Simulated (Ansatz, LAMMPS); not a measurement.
**Glassy 57SiO2-27Al2O3-16BaO (mol %) (149 atoms) under strain**

How stiff is glassy 57SiO2-27Al2O3-16BaO (mol %) (149 atoms)?

Calculated with Ansatz 0.2.0; Kohn-Sham DFT, r2SCAN, PAW (set soft_2), plane waves.

**1. Starting point**

The cell holds 149 atoms: 25 Si, 24 Al, 7 Ba and 93 O. Its edges and angles: a = 12.979 Å, b = 12.979 Å, c = 12.979 Å, α = 90.0°, β = 90.0°, γ = 90.0°. 149 atoms (25 Si, 24 Al, 7 Ba, 93 O) placed at random at 2.88 g/cm³, melted at 4000 K for 10 ps at fixed volume with the Morse and Coulomb pair potential with partial charges (Pedone, Malavasi, Menziani, Cormack and Segre, J. Phys. Chem. B 110, 11780 (2006)). Quenched from 4000 K to 300 K at 25 K/ps and fixed volume, held 5 ps.

Limits known from the start: The quench rate of 25 K/ps far exceeds what a furnace or splat quench reaches, so expect more defects and frozen-in strain than in a real sample. The starting topology of bonds comes from the classical model, and needn't be the one that DFT or experiment would give. Only the Γ point is sampled. The levels lack spin–orbit coupling, which is large for the heavy elements here.

**2. Single point at the start**

The forces at the start show how far the geometry lies from a minimum of this functional.

Input file input.yaml:

```yaml
crystal:
  lattice:
    - [12.9793, 0.0, 0.0]
    - [0.0, 12.9793, 0.0]
    - [0.0, 0.0, 12.9793]
  atoms:
    - { symbol: Si, position: [0.6698, 0.41181, 0.77227] }
    - { symbol: Si, position: [0.90701, 0.84611, 0.45174] }
    - { symbol: Si, position: [0.9223, 0.61147, 0.11449] }
    - { symbol: Si, position: [0.87448, 0.49294, 0.31773] }
    - { symbol: Si, position: [0.17834, 0.51906, 0.55375] }
    - { symbol: Si, position: [0.41515, 0.55092, 0.90429] }
    - { symbol: Si, position: [0.89187, 0.44548, 0.67301] }
    - { symbol: Si, position: [0.70232, 0.14737, 0.1285] }
    - { symbol: Si, position: [0.20662, 0.90669, 0.94106] }
    - { symbol: Si, position: [0.40928, 0.85782, 0.28222] }
    - { symbol: Si, position: [0.24058, 0.15635, 0.21248] }
    - { symbol: Si, position: [0.59681, 0.96731, 0.95177] }
    - { symbol: Si, position: [0.23658, 0.5897, 0.05648] }
    - { symbol: Si, position: [0.97929, 0.24251, 0.01561] }
    - { symbol: Si, position: [0.0263, 0.25877, 0.60827] }
    - { symbol: Si, position: [0.67948, 0.26699, 0.51395] }
    - { symbol: Si, position: [0.09402, 0.49914, 0.78265] }
    - { symbol: Si, position: [0.56712, 0.42399, 0.24103] }
    - { symbol: Si, position: [0.71161, 0.64755, 0.04577] }
    - { symbol: Si, position: [0.10107, 0.70966, 0.90315] }
    - { symbol: Si, position: [0.37718, 0.08601, 0.65158] }
    - { symbol: Si, position: [0.49194, 0.30083, 0.6355] }
    - { symbol: Si, position: [0.60025, 0.62572, 0.66837] }
    - { symbol: Si, position: [0.69129, 0.86677, 0.38691] }
    - { symbol: Si, position: [0.08019, 0.44392, 0.10465] }
    - { symbol: Al, position: [0.38741, 0.5224, 0.65931] }
    - { symbol: Al, position: [0.75563, 0.24553, 0.91719] }
    - { symbol: Al, position: [0.82353, 0.14584, 0.67922] }
    - { symbol: Al, position: [0.48398, 0.00244, 0.44197] }
    - { symbol: Al, position: [0.11051, 0.51857, 0.34127] }
    - { symbol: Al, position: [0.7286, 0.91305, 0.14466] }
    - { symbol: Al, position: [0.42782, 0.95501, 0.86879] }
    [... 111 atom lines left out ...]
    - { symbol: O, position: [0.49208, 0.77137, 0.26621] }
    - { symbol: O, position: [0.98716, 0.92074, 0.49665] }
    - { symbol: O, position: [0.30128, 0.80688, 0.27939] }
    - { symbol: O, position: [0.08572, 0.59855, 0.54369] }
    - { symbol: O, position: [0.66263, 0.74738, 0.37266] }
    - { symbol: O, position: [0.98034, 0.52848, 0.38665] }
kpoints:
  mp_grid: { grid: [1, 1, 1] }
hamiltonian:
  xc: r2scan
scf:
  occupations: { method: fermi_dirac, width: 0.025 }
output:
  forces: true
```

Launch:

```bash
ansatz run input.yaml --threads 4 --pin off --max-ram 15872MiB --backend cpu --events-out ev --progress --plain --runs-dir out
```

What it wrote:

```text
[...]
Pseudopotentials: kind: paw
Pseudopotential: Si, paw, valence charge 4, recommended cutoff 500 eV (meta_gga), Si.paw.azcp
Pseudopotential: Al, paw, valence charge 3, recommended cutoff 500 eV (meta_gga), Al.paw.azcp
Pseudopotential: Ba, paw, valence charge 10, recommended cutoff 500 eV (meta_gga), Ba.paw.azcp
Pseudopotential: O, paw, valence charge 6, recommended cutoff 500 eV (meta_gga), O.paw.azcp
[... 6 lines on functional and potentials left out ...]
Crystal: 149 atoms, lattice volume = 2186.522 Å³
Basis set: ecut = 500 eV, 55515 PW (Γ), exchange–correlation on 384×384×384 points (64 copies of the dense FFT grid, shifted against one another)
Bands: 549, of which v1, the nominal top of the filled ones, is band 400 counted from 1 (399 counted from 0)
Symmetry: 1 space group operations
Space group: P1 (ITA 1), of the structure as read, at distance tolerance 1.3e-4 Å
k-points: 1
[... 13 lines on functional and potentials left out ...]
Initial density: superposition of atomic densities (neutral atoms: chi_scale 0, normalization atom), corrected by the library's trained network
Initial wavefunctions: pseudopotential atomic-orbital guess
[...]
SCF iter   1: F=—  HF=-123777.102193 eV  |F-HF|=—  |Δ(HF+E_count)|=         —  Δρ=7.31e-3  dr2=1.34e0  dr2_τ=1.13e1  ethr=1.77e-3  ⟨swp⟩=6.0  Hψ=2459  notcnv=0  defer=131
preconditioner: auto → Resta (q_TF=auto, 2.307 Å⁻¹)  ε∞=2.9  [insulator: Δε(μ)=3.780 eV  Ē_g=15.981 eV  σ=0.025 eV  W_gap=1.00  n_scr=460 (ndim 8)  ℏωp=22.3 eV  f_vac=0.150  D(μ)=0.00/eV (n_scr^D=0)  ε∞_Penn≈2.9]
SCF iter   2: F=—  HF=-123781.479370 eV  |F-HF|=—  |Δ(HF+E_count)|=    4.38e0  Δρ=4.45e-3  dr2=2.83e-1  dr2_τ=3.42e-2  ethr=1.68e-4  ⟨swp⟩=3.0  Hψ=1037  notcnv=0  defer=143
SCF iter   3: F=—  HF=-123781.448020 eV  |F-HF|=—  |Δ(HF+E_count)|=   3.13e-2  Δρ=1.25e-3  dr2=3.47e-2  dr2_τ=4.24e-3  ethr=3.53e-5  ⟨swp⟩=4.0  Hψ=818  notcnv=0  defer=58
automatic band count: iteration 3 solves 464 bands in place of 549: the levels show a gap, and the empty bands left out lie too high to hold charge; the band table lists the bands solved (type scf.n_extra_bands for more)
SCF iter   4: F=—  HF=-123781.443689 eV  |F-HF|=—  |Δ(HF+E_count)|=   4.33e-3  Δρ=4.38e-4  dr2=3.34e-3  dr2_τ=5.76e-4  ethr=4.34e-6  ⟨swp⟩=3.0  Hψ=738  notcnv=0  defer=58
SCF iter   5: F=—  HF=-123781.443607 eV  |F-HF|=—  |Δ(HF+E_count)|=   8.18e-5  Δρ=1.43e-4  dr2=5.11e-4  dr2_τ=4.36e-5  ethr=4.17e-7  ⟨swp⟩=2.0  Hψ=746  notcnv=0  defer=58
[...]
SCF iter  10: F=—  HF=-123781.447152 eV  |F-HF|=—  |Δ(HF+E_count)|=   1.00e-6  Δρ=2.32e-6  dr2=1.30e-7  dr2_τ=1.33e-8  ethr=1.25e-11  ⟨swp⟩=5.0  Hψ=1662  notcnv=0
SCF iter  11: F=-123781.447152 eV  HF=-123781.447152 eV  |F-HF|=5.88e-8  |Δ(HF+E_count)|=   2.41e-7  Δρ=6.95e-7  dr2=1.58e-8  dr2_τ=1.10e-9  ethr=1.25e-11  ⟨swp⟩=4.0  Hψ=1572  notcnv=0
SCF 1 converged in 11 iterations: F = -123781.447152 eV  dr2 = 1.58e-8
[...]
SCF converged after 11 iterations
Free energy (F): -123781.447152 eV
Harris-Foulkes:  -123781.447152 eV  (|F-HF|=5.88e-8)
Internal energy: -123781.447152 eV  (E = F + TS)
E sigma→0 (E₀):  -123781.447152 eV
Fermi energy:    5.322167 eV
--- Per-component energies (eV) ---
[...]
Σ components = -123781.447152   (vs F -123781.447152, Δ=0.00e0)
--- Forces (eV/Å), atoms counted from 1 ---
  atom   1  Si    -0.78110330     0.00266013    -2.08282706
  atom   2  Si     0.05147874    -0.75292433    -2.09040898
  atom   3  Si     0.55952512    -1.07702911     2.56644676
  atom   4  Si     2.47320890     0.06177184     0.56735134
[...]
atom 149  O     -0.06921203     0.41870204     0.01644945
  max |Σ_I F_I| component: 1.95e-4 eV/Å
```

It took 65 s on 4 threads of Intel Xeon Platinum 8252C at 3.80GHz (Skylake/Cascade Lake), shared host; peak memory 6.4 GiB; 4 min of CPU time.

The r.m.s. force at the start is 1.2 eV/Å.

**3. Cell and atoms relaxed**

The cell is relaxed with the atoms, since the starting lattice needn't suit this functional.

Input file input.yaml:

```yaml
crystal:
  lattice:
    - [12.9793, 0.0, 0.0]
    - [0.0, 12.9793, 0.0]
    - [0.0, 0.0, 12.9793]
  atoms:
    [... the 149 atom lines of step 2 ...]
kpoints:
  mp_grid: { grid: [1, 1, 1] }
hamiltonian:
  xc: r2scan
scf:
  occupations: { method: fermi_dirac, width: 0.025 }
output:
  forces: true
relax:
  f_tol: 0.05
  max_steps: 150
  cell: {}
```

What it wrote:

```text
[...]
Crystal: 149 atoms, lattice volume = 2186.522 Å³
Basis set: ecut = 500 eV, 55515 PW (Γ), exchange–correlation on 384×384×384 points (64 copies of the dense FFT grid, shifted against one another)
Bands: 549, of which v1, the nominal top of the filled ones, is band 400 counted from 1 (399 counted from 0)
Symmetry: 1 space group operations
[...]
k-points: 1
[...]
SCF iter   1: F=—  HF=-123777.102197 eV  |F-HF|=—  |Δ(HF+E_count)|=         —  Δρ=7.31e-3  dr2=1.34e0  dr2_τ=1.13e1  ethr=1.77e-3  ⟨swp⟩=6.0  Hψ=2459  notcnv=0  defer=131
[...]
SCF iter  11: F=-123781.447152 eV  HF=-123781.447152 eV  |F-HF|=5.88e-8  |Δ(HF+E_count)|=   2.41e-7  Δρ=6.95e-7  dr2=1.58e-8  dr2_τ=1.10e-9  ethr=1.25e-11  ⟨swp⟩=4.0  Hψ=1572  notcnv=0
SCF 1 converged in 11 iterations: F = -123781.447152 eV  dr2 = 1.58e-8
[...]
relax step   1: F+E_penalty+E_count = -123781.44715216 eV  Δ(F+E_penalty+E_count) = +0.000e0 eV  max|allowed force component| = 4.323e0 eV/Å  Δτ_max = 0.0000 Å  P = +1.171 GPa  Ω = 2186.522 Å³  (11 SCF iters, dr2 threshold 1.00e-7 eV, accepted)
[... from here on, the SCF cycles and remarks between the steps are left out ...]
relax step   2: F+E_penalty+E_count = -123787.14463214 eV  Δ(F+E_penalty+E_count) = -5.697e0 eV  max|allowed force component| = 2.867e0 eV/Å  Δτ_max = 0.1949 Å  P = +0.894 GPa  Ω = 2160.088 Å³  energy of the carried Pulay correction = +8.556e-3 eV  (8 SCF iters, dr2 threshold 1.49e-5 eV, accepted)
relax step   3: F+E_penalty+E_count = -123790.64083357 eV  Δ(F+E_penalty+E_count) = -3.496e0 eV  max|allowed force component| = 1.088e0 eV/Å  Δτ_max = 0.1955 Å  P = +0.342 GPa  Ω = 2130.280 Å³  energy of the carried Pulay correction = +1.833e-2 eV  (8 SCF iters, dr2 threshold 1.49e-5 eV, accepted)
relax step   4: F+E_penalty+E_count = -123791.36607167 eV  Δ(F+E_penalty+E_count) = -7.252e-1 eV  max|allowed force component| = 7.640e-1 eV/Å  Δτ_max = 0.1950 Å  P = -0.016 GPa  Ω = 2124.292 Å³  energy of the carried Pulay correction = +2.031e-2 eV  (7 SCF iters, dr2 threshold 1.49e-5 eV, accepted)
relax step   5: F+E_penalty+E_count = -123791.95123423 eV  Δ(F+E_penalty+E_count) = -5.852e-1 eV  max|allowed force component| = 4.593e-1 eV/Å  Δτ_max = 0.2000 Å  P = -0.063 GPa  Ω = 2117.485 Å³  energy of the carried Pulay correction = +2.257e-2 eV  (8 SCF iters, dr2 threshold 1.49e-5 eV, accepted)
relax step   6: F+E_penalty+E_count = -123792.34758022 eV  Δ(F+E_penalty+E_count) = -3.963e-1 eV  max|allowed force component| = 3.855e-1 eV/Å  Δτ_max = 0.1931 Å  P = -0.194 GPa  Ω = 2109.458 Å³  energy of the carried Pulay correction = +2.524e-2 eV  (8 SCF iters, dr2 threshold 1.32e-5 eV, accepted)
relax step   7: F+E_penalty+E_count = -123792.54480072 eV  Δ(F+E_penalty+E_count) = -1.972e-1 eV  max|allowed force component| = 2.628e-1 eV/Å  Δτ_max = 0.2000 Å  P = -0.051 GPa  Ω = 2107.273 Å³  energy of the carried Pulay correction = +2.597e-2 eV  (7 SCF iters, dr2 threshold 9.29e-6 eV, accepted)
relax step   8: F+E_penalty+E_count = -123792.64311074 eV  Δ(F+E_penalty+E_count) = -9.831e-2 eV  max|allowed force component| = 5.811e-1 eV/Å  Δτ_max = 0.2000 Å  P = -0.002 GPa  Ω = 2110.691 Å³  energy of the carried Pulay correction = +2.483e-2 eV  (9 SCF iters, dr2 threshold 4.32e-6 eV, accepted)
relax step   9: F+E_penalty+E_count = -123792.77076375 eV  Δ(F+E_penalty+E_count) = -1.277e-1 eV  max|allowed force component| = 1.672e-1 eV/Å  Δτ_max = 0.2000 Å  P = +0.089 GPa  Ω = 2113.995 Å³  energy of the carried Pulay correction = +2.373e-2 eV  (8 SCF iters, dr2 threshold 1.49e-5 eV, accepted)
relax step  10: F+E_penalty+E_count = -123792.78819250 eV  Δ(F+E_penalty+E_count) = -1.743e-2 eV  max|allowed force component| = 1.447e-1 eV/Å  Δτ_max = 0.0614 Å  P = -0.022 GPa  Ω = 2117.499 Å³  energy of the carried Pulay correction = +2.256e-2 eV  (7 SCF iters, dr2 threshold 1.75e-6 eV, accepted)
relax step  11: F+E_penalty+E_count = -123792.79832767 eV  Δ(F+E_penalty+E_count) = -1.014e-2 eV  max|allowed force component| = 3.684e-1 eV/Å  Δτ_max = 0.2000 Å  P = -0.058 GPa  Ω = 2120.093 Å³  energy of the carried Pulay correction = +2.170e-2 eV  (9 SCF iters, dr2 threshold 1.31e-6 eV, accepted)
relax step  12: F+E_penalty+E_count = -123792.82270505 eV  Δ(F+E_penalty+E_count) = -2.438e-2 eV  max|allowed force component| = 1.095e-1 eV/Å  Δτ_max = 0.0665 Å  P = +0.019 GPa  Ω = 2118.706 Å³  energy of the carried Pulay correction = +2.216e-2 eV  (7 SCF iters, dr2 threshold 8.48e-6 eV, accepted)
relax step  13: F+E_penalty+E_count = -123792.83779106 eV  Δ(F+E_penalty+E_count) = -1.509e-2 eV  max|allowed force component| = 1.071e-1 eV/Å  Δτ_max = 0.2000 Å  P = -0.023 GPa  Ω = 2119.794 Å³  energy of the carried Pulay correction = +2.180e-2 eV  (8 SCF iters, dr2 threshold 7.50e-7 eV, accepted)
relax step  14: F+E_penalty+E_count = -123792.84572037 eV  Δ(F+E_penalty+E_count) = -7.929e-3 eV  max|allowed force component| = 1.304e-1 eV/Å  Δτ_max = 0.0875 Å  P = -0.068 GPa  Ω = 2120.221 Å³  energy of the carried Pulay correction = +2.166e-2 eV  (8 SCF iters, dr2 threshold 7.17e-7 eV, accepted)
relax step  15: F+E_penalty+E_count = -123792.88229357 eV  Δ(F+E_penalty+E_count) = -3.657e-2 eV  max|allowed force component| = 1.325e-1 eV/Å  Δτ_max = 0.2000 Å  P = +0.022 GPa  Ω = 2116.081 Å³  energy of the carried Pulay correction = +2.303e-2 eV  (8 SCF iters, dr2 threshold 1.06e-6 eV, accepted)
relax step  16: F+E_penalty+E_count = -123792.89104553 eV  Δ(F+E_penalty+E_count) = -8.752e-3 eV  max|allowed force component| = 3.298e-1 eV/Å  Δτ_max = 0.1948 Å  P = -0.176 GPa  Ω = 2114.877 Å³  energy of the carried Pulay correction = +2.343e-2 eV  (9 SCF iters, dr2 threshold 1.10e-6 eV, accepted)
relax step  17: F+E_penalty+E_count = -123792.82588811 eV  Δ(F+E_penalty+E_count) = +6.516e-2 eV  max|allowed force component| = 7.350e-1 eV/Å  Δτ_max = 0.1390 Å  P = -0.008 GPa  Ω = 2112.454 Å³  energy of the carried Pulay correction = +2.424e-2 eV  (8 SCF iters, dr2 threshold 6.80e-6 eV, rejected (line search))
relax step  18: F+E_penalty+E_count = -123792.93725945 eV  Δ(F+E_penalty+E_count) = -4.621e-2 eV  max|allowed force component| = 1.780e-1 eV/Å  Δτ_max = 0.0695 Å  P = -0.076 GPa  Ω = 2113.452 Å³  energy of the carried Pulay correction = +2.391e-2 eV  (12 SCF iters, accepted)
relax step  19: F+E_penalty+E_count = -123792.97512594 eV  Δ(F+E_penalty+E_count) = -3.787e-2 eV  max|allowed force component| = 1.316e-1 eV/Å  Δτ_max = 0.1000 Å  P = -0.037 GPa  Ω = 2112.594 Å³  energy of the carried Pulay correction = +2.419e-2 eV  (8 SCF iters, dr2 threshold 1.98e-6 eV, accepted)
relax step  20: F+E_penalty+E_count = -123793.01171344 eV  Δ(F+E_penalty+E_count) = -3.659e-2 eV  max|allowed force component| = 1.335e-1 eV/Å  Δτ_max = 0.1447 Å  P = -0.059 GPa  Ω = 2111.644 Å³  energy of the carried Pulay correction = +2.451e-2 eV  (8 SCF iters, dr2 threshold 1.08e-6 eV, accepted)
relax step  21: F+E_penalty+E_count = -123793.01083339 eV  Δ(F+E_penalty+E_count) = +8.801e-4 eV  max|allowed force component| = 3.111e-1 eV/Å  Δτ_max = 0.1922 Å  P = -0.158 GPa  Ω = 2109.946 Å³  energy of the carried Pulay correction = +2.508e-2 eV  (9 SCF iters, dr2 threshold 1.11e-6 eV, rejected (line search))
relax step  22: F+E_penalty+E_count = -123793.03973374 eV  Δ(F+E_penalty+E_count) = -2.802e-2 eV  max|allowed force component| = 1.067e-1 eV/Å  Δτ_max = 0.0921 Å  P = +0.035 GPa  Ω = 2110.161 Å³  energy of the carried Pulay correction = +2.500e-2 eV  (12 SCF iters, accepted)
relax step  23: F+E_penalty+E_count = -123793.05008081 eV  Δ(F+E_penalty+E_count) = -1.035e-2 eV  max|allowed force component| = 1.419e-1 eV/Å  Δτ_max = 0.1000 Å  P = +0.019 GPa  Ω = 2109.915 Å³  energy of the carried Pulay correction = +2.509e-2 eV  (9 SCF iters, dr2 threshold 7.12e-7 eV, accepted)
relax step  24: F+E_penalty+E_count = -123793.05735421 eV  Δ(F+E_penalty+E_count) = -7.273e-3 eV  max|allowed force component| = 9.134e-2 eV/Å  Δτ_max = 0.0803 Å  P = -0.056 GPa  Ω = 2110.280 Å³  energy of the carried Pulay correction = +2.496e-2 eV  (7 SCF iters, dr2 threshold 1.26e-6 eV, accepted)
relax step  25: F+E_penalty+E_count = -123793.05382510 eV  Δ(F+E_penalty+E_count) = +3.529e-3 eV  max|allowed force component| = 1.939e-1 eV/Å  Δτ_max = 0.2000 Å  P = -0.028 GPa  Ω = 2110.751 Å³  energy of the carried Pulay correction = +2.481e-2 eV  (9 SCF iters, dr2 threshold 5.21e-7 eV, rejected (line search))
relax step  26: F+E_penalty+E_count = -123793.06655774 eV  Δ(F+E_penalty+E_count) = -9.204e-3 eV  max|allowed force component| = 4.094e-2 eV/Å  Δτ_max = 0.0975 Å  P = +0.009 GPa  Ω = 2110.501 Å³  energy of the carried Pulay correction = +2.489e-2 eV  (11 SCF iters, accepted)
relax step  27: F+E_penalty+E_count = -123793.03624686 eV  Δ(F+E_penalty+E_count) = +3.031e-2 eV  max|allowed force component| = 4.095e-2 eV/Å  Δτ_max = 0.0000 Å  P = +0.023 GPa  Ω = 2110.501 Å³  stress off target by 4.00e-2 GPa  SCF on the basis re-selected at this cell (its energy is not comparable with the rows above)  (6 SCF iters)
basis re-selected at this cell: Δ(F+E_penalty+E_count) = +3.031e-2 eV, ΔP = +0.015 GPa vs the last step (what re-selecting the basis moved, of the pressure what is left beyond the Pulay correction that the steps carried, after the strain that the cell walked since its last selection, [...]
SCF converged after 6 iterations
Free energy (F): -123793.036247 eV
[...]
Internal energy: -123793.036247 eV  (E = F + TS)
E sigma→0 (E₀):  -123793.036247 eV
Fermi energy:    5.643090 eV
[...]
--- Forces (eV/Å), atoms counted from 1 ---
  atom   1  Si    -0.00553102    -0.01314147     0.01041438
  atom   2  Si    -0.01132987     0.00328047    -0.02975538
  atom   3  Si     0.01513680    -0.00048440    -0.01404857
  atom   4  Si    -0.00769956    -0.00250127    -0.02524489
  atom   5  Si    -0.01293092    -0.00195083    -0.01958941
  atom   6  Si     0.00186386    -0.00485205     0.00870745
  atom   7  Si     0.01370419     0.04094925     0.01469143
  atom   8  Si     0.01277572    -0.00945645    -0.01186930
  atom   9  Si     0.00136095    -0.01826840    -0.00547475
  atom  10  Si     0.01894101     0.02301458    -0.01647305
  atom  11  Si    -0.01450622     0.00710080     0.01984993
  atom  12  Si    -0.01617392     0.00299496    -0.00757420
  atom  13  Si    -0.01052407    -0.01890059    -0.00427414
  atom  14  Si    -0.01299943     0.01385939     0.00631163
[...]
atom 148  O     -0.00110660     0.00504016    -0.00473966
  atom 149  O      0.01357316     0.00765188    -0.00015330
  max |Σ_I F_I| component: 7.22e-5 eV/Å
--- Stress (GPa, compression-positive) ---
        0.018939      -0.001361      -0.012560
       -0.001359       0.027836       0.009594
       -0.012558       0.009568       0.023562
  P = ⅓ Tr σ = 0.0234 GPa (0.234 kbar)
--- Relaxed structure (26 steps of the walk, 23 accepted, 1 SCFs on fresh bases) ---
  F+E_penalty+E_count = -123793.03624686 eV   max|allowed force component| = 4.095e-2 eV/Å   (the final SCF, on the basis selected at the relaxed cell)
  cell:  # Å, volume = 2110.5014 Å³
    - [12.886892, 0.014302, 0.031545]
    - [0.014302, 12.561974, -0.096423]
    - [0.031545, -0.096423, 13.037892]
  atoms:
    - { symbol: Si, position: [0.665108, 0.407572, 0.765445] }
    - { symbol: Si, position: [0.922093, 0.854469, 0.481492] }
    - { symbol: Si, position: [0.911392, 0.619007, 0.153297] }
    - { symbol: Si, position: [0.862374, 0.481320, 0.322178] }
[...]
- { symbol: O, position: [0.977328, 0.525124, 0.369720] }
```

Elapsed: 24 min, on 4 threads; peak memory 6.4 GiB; 1.5 h of CPU time.

The relaxation converged after 26 steps, with a largest force component of 0.041 eV/Å.

(Part 1 of 3 ends here.)

[Long decimals in the printed logs are rounded to 6 places.]

[Logs are printed without paths, hosts, clocks, repeated set-up lines and the standing remarks that a program may print on its own settings, such as how far it seeks lower states.]

[Hosts, paths, dates, database ids (printed as entryN), source tags and the programs' standing remarks are cut or masked in the printed files.]
